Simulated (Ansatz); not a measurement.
## Si3N4 (P6_3/m): the host for defect calculations

Aim: the runs on the perfect crystal Si3N4 (P6_3/m) that a defect calculation needs first.

Calculated with Ansatz 0.2.0; plane-wave PAW DFT, PBE; relaxation of the host's cell and atoms, in the first sound run; inputs show where later runs differ.

## Step 1: Starting point

Symmetry: P6_3/m, No. 176, hexagonal system. The conventional cell has a = 7.605 Å, b = 7.605 Å, c = 2.905 Å, α = 90.00°, β = 90.00°, γ = 120.00°. Nearest to Si lie 4 N at 1.73 to 1.74 Å. Nearest to N lie 3 Si at 1.73 Å. Nearest to N lie 3 Si at 1.73 to 1.74 Å. Farther neighbours and most contacts between anions are not listed.

Coordinates:

```xyz
14
Lattice="7.6045 0.0000 0.0000 -3.8023 6.5857 0.0000 0.0000 0.0000 2.9052" Properties=species:S:1:pos:R:3 pbc="T T T"
Si   -1.3794    5.4329    2.1789
Si    2.2098    1.5218    0.7263
Si    4.0153    3.9110    0.7263
Si   -0.2130    2.6747    2.1789
Si    1.5924    5.0639    2.1789
Si    5.1817    1.1529    0.7263
N     0.0000    4.3905    2.1789
N     3.8023    2.1952    0.7263
N     4.8233    4.4115    2.1789
N    -1.4088    6.3829    0.7263
N     2.4298    4.6143    0.7263
N     1.3724    1.9714    2.1789
N    -1.0210    2.1743    0.7263
N     5.2111    0.2029    2.1789
```

## Step 2: Host cell relaxation

Lattice and positions are set free, within the symmetry that the program keeps.

The input, cell/input.yaml:

```yaml
crystal:
  lattice:
    - [7.6045444, 0.0, 0.0]
    - [-3.8022722, 6.5857287, 0.0]
    - [0.0, 0.0, 2.9051991]
  atoms:
    - { symbol: Si, position: [0.23108243, 0.82494615, 0.75] }
    - { symbol: Si, position: [0.40613628, 0.23108243, 0.25] }
    - { symbol: Si, position: [0.82494615, 0.59386372, 0.25] }
    - { symbol: Si, position: [0.17505385, 0.40613628, 0.75] }
    - { symbol: Si, position: [0.59386372, 0.76891757, 0.75] }
    - { symbol: Si, position: [0.76891757, 0.17505385, 0.25] }
    - { symbol: "N", position: [0.33333333, 0.66666667, 0.75] }
    - { symbol: "N", position: [0.66666667, 0.33333333, 0.25] }
    - { symbol: "N", position: [0.96919449, 0.6698534, 0.75] }
    - { symbol: "N", position: [0.29934109, 0.96919449, 0.25] }
    - { symbol: "N", position: [0.6698534, 0.70065891, 0.25] }
    - { symbol: "N", position: [0.3301466, 0.29934109, 0.75] }
    - { symbol: "N", position: [0.03080551, 0.3301466, 0.25] }
    - { symbol: "N", position: [0.70065891, 0.03080551, 0.75] }
basis:
  ecutwfc: 420
  xc_grid: 2
hamiltonian:
  xc: pbe
kpoints:
  mp_grid: { grid: [4, 4, 10] }
scf:
  occupations: { method: fixed }
  max_iter: 100
relax:
  f_tol: 0.005
  max_steps: 60
  cell: {}
output:
  forces: true
  stress: true
checkpoint:
  write: "../cell.run"
  compress: false
  write_wavefunctions: false
  write_every: 100000
```

Launch:

```sh
ansatz run input.yaml --threads 4 --pin off --max-ram 9420MiB --backend cpu --events-out ev --progress --plain --runs-dir out
```

Numbers of over 12 decimals in the logs are rounded to 6 here.

Output:

```text
[... repeated set-up lines and file paths are left out, and long positions are rounded to six places ...]
Engine: ansatz 0.2.0, aarch64-unknown-linux-gnu
Pseudopotentials: kind: paw
Pseudopotential: Si, paw, valence charge 4, recommended cutoff 420 eV (normal), Si.paw.azcp
Pseudopotential: N, paw, valence charge 5, recommended cutoff 420 eV (normal), N.paw.azcp
Functional definition: PBE
  parameter kappa = 0.804
  parameter beta = 0.066725
  exchange = pbe_x(kappa = kappa, mu = beta*pi^2/3)
  correlation = pbe_c(beta = beta)
Crystal: 14 atoms, lattice volume = 145.497 Å³
Basis set: ecut = 420 eV, 2823 PW (Γ), exchange–correlation on 108×108×40 points (8 copies of the dense FFT grid, shifted against one another)
Bands: 46, of which v1, the nominal top of the filled ones, is band 32 counted from 1 (31 counted from 0)
Symmetry: 12 space group operations
Space group: P63/m (ITA 176), of the structure as read, at distance tolerance 5.3e-5 Å
k-points: 24 of 160
Non-local potential: Si, projectors of the file, l = 0: 2, l = 1: 2, l = 2: 2
Non-local potential: N, projectors of the file, l = 0: 2, l = 1: 2, l = 2: 1
PAW form: soft (Blöchl's): semilocal exchange-correlation on the pseudo side does not see the compensation charge
PAW one-centre angular grid: Si, 110 points (default); XC on 64 Gauss nodes
PAW one-centre angular grid: N, 110 points (default); XC on 64 Gauss nodes
Initial density: superposition of atomic densities (neutral atoms: chi_scale 0, normalization atom), corrected by the library's trained network
Initial wavefunctions: pseudopotential atomic-orbital guess
Functional: x = pbe(κ = 0.804, μ = 0.219515), c = pbe(β = 0.066725)
SCF iter   1: F=—  HF=-6901.748236 eV  |F-HF|=—  |Δ(HF+E_count)|=         —  Δρ=1.53e-3  dr2=1.12e-3  ethr=1.77e-3  ⟨swp⟩=5.0  Hψ=4587  notcnv=0  defer=277
preconditioner: auto → Resta (q_TF=auto, 2.379 Å⁻¹)  ε∞=3.9  [insulator: Δε(μ)=4.349 eV  Ē_g=14.386 eV  n_scr=32 (ndim 8)  ℏωp=24.6 eV  f_vac=0.034  ε∞_Penn≈3.9]
SCF iter   2: F=—  HF=-6901.750105 eV  |F-HF|=—  |Δ(HF+E_count)|=   1.87e-3  Δρ=8.44e-4  dr2=3.94e-4  ethr=1.74e-6  ⟨swp⟩=2.9  Hψ=2376  notcnv=0  defer=288
SCF iter   3: F=—  HF=-6901.750936 eV  |F-HF|=—  |Δ(HF+E_count)|=   8.31e-4  Δρ=2.35e-4  dr2=6.60e-5  ethr=6.16e-7  ⟨swp⟩=2.0  Hψ=1722  notcnv=0  defer=166
automatic band count: iteration 3 solves 41 bands in place of 46: the levels show a gap, and the empty bands left out lie too high to hold charge; the band table lists the bands solved (type scf.n_extra_bands for more)
SCF iter   4: F=—  HF=-6901.750862 eV  |F-HF|=—  |Δ(HF+E_count)|=   7.44e-5  Δρ=6.02e-5  dr2=5.65e-6  ethr=1.03e-7  ⟨swp⟩=2.0  Hψ=1605  notcnv=0  defer=142
SCF iter   5: F=—  HF=-6901.750867 eV  |F-HF|=—  |Δ(HF+E_count)|=   4.61e-6  Δρ=2.50e-5  dr2=1.39e-6  ethr=8.82e-9  ⟨swp⟩=2.7  Hψ=1583  notcnv=0  defer=143
SCF iter   6: F=—  HF=-6901.750869 eV  |F-HF|=—  |Δ(HF+E_count)|=   1.95e-6  Δρ=1.20e-5  dr2=2.26e-7  ethr=2.18e-9  ⟨swp⟩=2.2  Hψ=1623  notcnv=0  defer=145
SCF iter   7: F=-6901.750869 eV  HF=-6901.750869 eV  |F-HF|=2.67e-8  |Δ(HF+E_count)|=   8.63e-8  Δρ=5.51e-6  dr2=3.67e-8  ethr=1.56e-10  ⟨swp⟩=5.0  Hψ=3732  notcnv=0
SCF 1 converged in 7 iterations: F = -6901.750869 eV  dr2 = 3.67e-8
  greatest PAW one-centre occupation: 0.792 electrons in one spin orbital (limit 2), on the N atom at site 7 (counted from 0), in its partial waves of l = 0
relax step   1: F+E_penalty+E_count = -6901.75086869 eV  Δ(F+E_penalty+E_count) = +0.000e0 eV  max|allowed force component| = 4.565e-2 eV/Å  Δτ_max = 0.0000 Å  P = +5.725 GPa  Ω = 145.497 Å³  (7 SCF iters, dr2 threshold 1.00e-7 eV, accepted)
[... the SCF cycles and remarks between the steps are left out from here to the last step ...]
relax step   2: F+E_penalty+E_count = -6901.78944832 eV  Δ(F+E_penalty+E_count) = -3.858e-2 eV  max|allowed force component| = 3.025e-2 eV/Å  Δτ_max = 0.0023 Å  P = +2.780 GPa  Ω = 147.157 Å³  energy of the carried Pulay correction = -4.812e-3 eV  (5 SCF iters, dr2 threshold 1.40e-6 eV, accepted)
relax step   3: F+E_penalty+E_count = -6901.79900498 eV  Δ(F+E_penalty+E_count) = -9.557e-3 eV  max|allowed force component| = 1.212e-2 eV/Å  Δτ_max = 0.0007 Å  P = +0.093 GPa  Ω = 148.726 Å³  energy of the carried Pulay correction = -9.312e-3 eV  (6 SCF iters, dr2 threshold 1.40e-6 eV, accepted)
relax step   4: F+E_penalty+E_count = -6901.79891791 eV  Δ(F+E_penalty+E_count) = +8.707e-5 eV  max|allowed force component| = 6.223e-3 eV/Å  Δτ_max = 0.0007 Å  P = +0.001 GPa  Ω = 148.775 Å³  energy of the carried Pulay correction = -9.451e-3 eV  (5 SCF iters, dr2 threshold 3.51e-8 eV, accepted)
relax step   5: F+E_penalty+E_count = -6901.79894236 eV  Δ(F+E_penalty+E_count) = -2.445e-5 eV  max|allowed force component| = 5.172e-4 eV/Å  Δτ_max = 0.0007 Å  P = -0.000 GPa  Ω = 148.770 Å³  energy of the carried Pulay correction = -9.437e-3 eV  (5 SCF iters, dr2 threshold 2.42e-9 eV, accepted)
relax step   6: F+E_penalty+E_count = -6901.80974699 eV  Δ(F+E_penalty+E_count) = -1.080e-2 eV  max|allowed force component| = 5.508e-4 eV/Å  Δτ_max = 0.0000 Å  P = +0.123 GPa  Ω = 148.770 Å³  stress off target by 1.32e-1 GPa  SCF on the basis re-selected at this cell (its energy is not comparable with the rows above)  (5 SCF iters)
relax step   7: F+E_penalty+E_count = -6901.80954728 eV  Δ(F+E_penalty+E_count) = +1.997e-4 eV  max|allowed force component| = 1.778e-3 eV/Å  Δτ_max = 0.0003 Å  P = -0.001 GPa  Ω = 148.850 Å³  energy of the carried Pulay correction = -2.287e-4 eV  (4 SCF iters, dr2 threshold 4.34e-8 eV, accepted)
iter 1 solved again at ethr=6.57e-8 eV; its pass at ethr=3.10e-3 eV (dr2=4.20e-5 eV) is discarded
SCF iter   1: F=—  HF=-6901.809874 eV  |F-HF|=—  |Δ(HF+E_count)|=         —  Δρ=5.66e-6  dr2=3.97e-8  ethr=6.57e-8  ⟨swp⟩=4.0  Hψ=7596  notcnv=0  defer=286
SCF iter   2: F=—  HF=-6901.809774 eV  |F-HF|=—  |Δ(HF+E_count)|=   1.00e-4  Δρ=3.00e-6  dr2=1.45e-8  ethr=6.20e-11  ⟨swp⟩=3.0  Hψ=2360  notcnv=0  defer=280
SCF iter   3: F=—  HF=-6901.809774 eV  |F-HF|=—  |Δ(HF+E_count)|=   9.86e-9  Δρ=1.48e-6  dr2=5.09e-9  ethr=2.26e-11  ⟨swp⟩=2.7  Hψ=1410  notcnv=0  defer=280
SCF iter   4: F=—  HF=-6901.809774 eV  |F-HF|=—  |Δ(HF+E_count)|=   6.25e-9  Δρ=6.89e-7  dr2=6.90e-10  ethr=7.96e-12  ⟨swp⟩=2.1  Hψ=1438  notcnv=0  defer=280
SCF iter   5: F=—  HF=-6901.809774 eV  |F-HF|=—  |Δ(HF+E_count)|=  3.47e-10  Δρ=4.98e-7  dr2=1.67e-10  ethr=1.08e-12  ⟨swp⟩=2.0  Hψ=1526  notcnv=0  defer=280
SCF iter   6: F=-6901.809774 eV  HF=-6901.809774 eV  |F-HF|=2.73e-12  |Δ(HF+E_count)|=  1.86e-10  Δρ=1.79e-7  dr2=3.15e-11  ethr=1.00e-12  ⟨swp⟩=4.3  Hψ=3445  notcnv=0
SCF 8 converged in 6 iterations: F = -6901.809774 eV  dr2 = 3.15e-11
relax step   8: F+E_penalty+E_count = -6901.80977408 eV  Δ(F+E_penalty+E_count) = -2.268e-4 eV  max|allowed force component| = 1.825e-3 eV/Å  Δτ_max = 0.0000 Å  P = +0.001 GPa  Ω = 148.850 Å³  stress off target by 2.25e-2 GPa  SCF on the basis re-selected at this cell (its energy is not comparable with the rows above)  (6 SCF iters)
basis re-selected at this cell: Δ(F+E_penalty+E_count) = -2.268e-4 eV, ΔP = +0.001 GPa vs the last step (what re-selecting the basis moved, of the pressure what is left beyond the Pulay correction that the steps carried, after the strain that the cell walked [...]
SCF converged after 6 iterations
Free energy (F): -6901.809774 eV
Harris-Foulkes:  -6901.809774 eV  (|F-HF|=2.73e-12)
Internal energy: -6901.809774 eV  (E = F + TS)
E sigma→0 (E₀):  -6901.809774 eV
Fermi energy:    8.020860 eV
--- Per-component energies (eV) ---
  E_band       = 50.655410
  E_kinetic    = 1346.407353
  E_local      = -2166.873871  (includes V_loc(G=0)·N_el)
  E_nonlocal   = 508.095472
  E_hartree    = 723.249631
  E_xc         = -825.419697
  E_vxc        = -910.060186  (∫ρ·V_xc dr)
  E_paw        = -4099.823833  (= ΣΔE_a)
  E_vpaw       = -173.413359  (= ΣTr[D̂ρ^β])
  E_aug_tail   = 0.000832  (compensation charges beyond the density's cutoff)
  E_ewald      = -2387.445661
  E_smearing   = -0.000000  (= −TS)
  E_closure    = 0.000000  (closes the sum)
  Σ components = -6901.809774   (vs F -6901.809774, Δ=0.00e0)
--- Forces (eV/Å), atoms counted from 1 ---
  atom   1  Si    -0.00113169     0.00145409     0.00000000
  atom   2  Si    -0.00182513    -0.00025303     0.00000000
  atom   3  Si     0.00069344     0.00170712     0.00000000
  atom   4  Si    -0.00069344    -0.00170712     0.00000000
  atom   5  Si     0.00182513     0.00025303     0.00000000
  atom   6  Si     0.00113169    -0.00145409     0.00000000
  atom   7  N     -0.00000000     0.00000000     0.00000000
  atom   8  N      0.00000000    -0.00000000     0.00000000
  atom   9  N     -0.00027140    -0.00012553     0.00000000
  atom  10  N     -0.00002699    -0.00029781     0.00000000
  atom  11  N     -0.00024441     0.00017228     0.00000000
  atom  12  N      0.00024441    -0.00017228     0.00000000
  atom  13  N      0.00027140     0.00012553     0.00000000
  atom  14  N      0.00002699     0.00029781     0.00000000
  max |Σ_I F_I| component: 3.94e-18 eV/Å
--- Stress (GPa, compression-positive) ---
       -0.010249       0.000000       0.000000
       -0.000000      -0.010249       0.000000
        0.000000       0.000000       0.022466
  P = ⅓ Tr σ = 0.0007 GPa (0.007 kbar)
--- Relaxed structure (6 steps of the walk, 6 accepted, 2 SCFs on fresh bases) ---
  F+E_penalty+E_count = -6901.80977408 eV   max|allowed force component| = 1.825e-3 eV/Å   (the final SCF, on the basis selected at the relaxed cell)
  cell:  # Å, volume = 148.8496 Å³
    - [7.663922, 3.1498149775147543e-19, 0.0]
    - [-3.831961, 6.637151, 0.0]
    - [0.0, 0.0, 2.926273]
  atoms:
    - { symbol: Si, position: [0.231083, 0.824973, 0.750000] }
    - { symbol: Si, position: [0.406110, 0.231083, 0.250000] }
    - { symbol: Si, position: [0.824973, 0.593890, 0.250000] }
    - { symbol: Si, position: [0.175027, 0.406110, 0.750000] }
    - { symbol: Si, position: [0.593890, 0.768917, 0.750000] }
    - { symbol: Si, position: [0.768917, 0.175027, 0.250000] }
    - { symbol: N, position: [0.333333, 0.666667, 0.750000] }
    - { symbol: N, position: [0.666667, 0.333333, 0.250000] }
    - { symbol: N, position: [0.969165, 0.669992, 0.750000] }
    - { symbol: N, position: [0.299172, 0.969165, 0.250000] }
    - { symbol: N, position: [0.669992, 0.700828, 0.250000] }
    - { symbol: N, position: [0.330008, 0.299172, 0.750000] }
    - { symbol: N, position: [0.030835, 0.330008, 0.250000] }
    - { symbol: N, position: [0.700828, 0.030835, 0.750000] }
```

Elapsed: 20 s, on 4 threads of Arm Neoverse V1, shared host; peak memory 0.56 GiB; 75 s of CPU time.

The steps of the relaxation:

```
step  energy less that of the first step (eV)  largest force component (eV/Å)  pressure (GPa)  volume (Å³)
   1                                   0.0000                          0.0456            5.73       145.50
   2                                  -0.0386                          0.0302            2.78       147.16
   3                                  -0.0481                          0.0121            0.09       148.73
   4                                  -0.0480                          0.0062            0.00       148.78
   5                                  -0.0481                          0.0005            0.00       148.77
   6                                  -0.0589                          0.0006            0.12       148.77
   7                                  -0.0587                          0.0018            0.00       148.85
  8*                                  -0.0589                          0.0018            0.00       148.85
```

Relaxation steps marked * repeat the geometry before them on a plane-wave basis chosen anew for their cell, so energy and pressure can jump there. The log counts 2 steps on a newly chosen plane-wave basis, not all of them marked here; energy and pressure can jump at such steps.

The run keeps the 12 symmetry operations that it works with, so distortions that break them were not tested.

| conventional cell, symmetrised | before | after | change |
| --- | --- | --- | --- |
| a (Å) | 7.605 | 7.664 | +0.8 % |
| b (Å) | 7.605 | 7.664 | +0.8 % |
| c (Å) | 2.905 | 2.926 | +0.7 % |
| volume (Å³/atom) | 10.39 | 10.63 | +2.3 % |

The relaxed structure:

```xyz
14
Lattice="7.6639 0.0000 0.0000 -3.8320 6.6372 0.0000 0.0000 0.0000 2.9263" Properties=species:S:1:pos:R:3 pbc="T T T"
Si   -1.3903    5.4755    2.1947
Si    2.2269    1.5337    0.7316
Si    4.0468    3.9417    0.7316
Si   -0.2148    2.6954    2.1947
Si    1.6051    5.1034    2.1947
Si    5.2222    1.1617    0.7316
N     0.0000    4.4248    2.1947
N     3.8320    2.2124    0.7316
N     4.8602    4.4468    2.1947
N    -1.4210    6.4325    0.7316
N     2.4492    4.6515    0.7316
N     1.3827    1.9857    2.1947
N    -1.0283    2.1903    0.7316
N     5.2529    0.2047    2.1947
```

This step gave:

```yaml
pressure: 6.56e-4 GPa
```

The relaxation ends with a largest force component of 0.0018 eV/Å and a pressure of 0.00 GPa.

(Continued in part 2 of 3.)

[Logs are printed without paths, hosts, clocks, repeated set-up lines and the standing remarks that a program may print on its own settings, such as how far it seeks lower states.]

[Hosts, paths, dates, database ids (printed as entryN), source tags and the programs' standing remarks are cut or masked in the printed files.]

[Runs of the host that timed out are not shown.]

[For some hosts the program warned that the k-mesh of the response run may be too coarse for force constants and the static dielectric constant; such warnings are not always shown.]
